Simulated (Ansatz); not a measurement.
# Static equation of state of glassy 91GeO2-6Al2O3-3Sc2O3 (mol %) (102 atoms)

Density of this cell: 3.93 g/cm³. The cell holds 102 atoms: 29 Ge, 4 Al, 2 Sc and 67 O. Its edges and angles: a = 11.097 Å, b = 11.239 Å, c = 11.464 Å, α = 92.0°, β = 92.7°, γ = 91.1°. The starting structure: 102 atoms (29 Ge, 4 Al, 2 Sc, 67 O) placed at random at 3.62 g/cm³, melted at 4000 K for 10 ps at fixed volume with the Morse and Coulomb pair potential with partial charges (Pedone, Malavasi, Menziani, Cormack and Segre, J. Phys. Chem. B 110, 11780 (2006)). Quenched from 2500 K to 300 K at 50 K/ps and fixed volume, held 10 ps at zero pressure.

Calculated with Ansatz 0.2.0: Kohn-Sham DFT, PBE, PAW (set soft_1), plane waves; cutoff 420 eV, Γ point, gaussian smearing of 0.025 eV. Cell and atoms were relaxed first, to V0 = 13.990 Å³ an atom at a residual P0 = 0.014 GPa. The cell was then scaled evenly, and the atoms were relaxed at each volume.

| volume (Å³/atom) | pressure (GPa) |
| --- | --- |
| 12.591 | 6.725 |
| 13.150 | ? |
| 13.570 | 1.805 |
| 14.409 | -1.194 |
| 14.829 | -2.703 |

**Question.** Fit the third-order Birch–Murnaghan equation to the rows given and interpolate to the withheld row.

**Working.**

Take the Eulerian strain f = ½[(V0/V)^(2/3) − 1] and the normalised pressure F = (P − P0) / [3f(1 + 2f)^(5/2)]. The third-order Birch–Murnaghan equation is then the line F = B0 + (3/2)B0(B′ − 4) f, so u = f and v = F.

| u = f | v = F (GPa) |
| --- | --- |
| 0.0363830 | 51.5822 |
| 0.0102567 | 55.3183 |
| -0.00975639 | 43.3483 |
| -0.0190508 | 52.3952 |

With n = 4: mean u = 0.00445815, mean v = 50.6610, Σ(u − ū)² = 0.0018075, Σ(u − ū)(v − v̄) = 0.11959. Slope b = 0.11959 / 0.0018075 = 66.163; intercept a = v̄ − b ū = 50.366.

So B0 = a = 50.4 GPa and B′ = 4 + 2b/(3a) = 4.88. At the withheld volume f = 0.02106, F = a + b f = 51.76 GPa, and P = P0 + 3f(1 + 2f)^(5/2) F.

Prediction at 13.150: 3.639 GPa. The run gave 3.739 GPa, so the fit is low by 0.100 GPa (2.7 % of the value).

The series isn't one smooth equation of state: even a line fitted to all rows, the withheld one included, misses F by up to 15.0 %, the count of bonds changes along the series and an atom moves over 0.5 Å in some relaxation. B0 and B′ are then only the numbers of this fit, not moduli of the material. Among the rows given, the largest miss of the fit is at 14.409, by 0.18 GPa (1.9 % of the range of the table).

Limits: Static cells at zero temperature; the cell shape is held. The program notes that the SCF threshold of these relaxations is loose for the stress. The quench rate of 50 K/ps is many orders above laboratory rates, so the cell is likely richer in defects and strain than a real sample. The network of bonds at the start is that of the classical potential that made the cell, and needn't be the one that DFT or experiment would give. Only the Γ point is sampled, in a cell whose shortest periodic width is 11 Å.

[Hosts, paths, dates, database ids (printed as entryN), source tags and the programs' standing remarks are cut or masked in the printed files.]
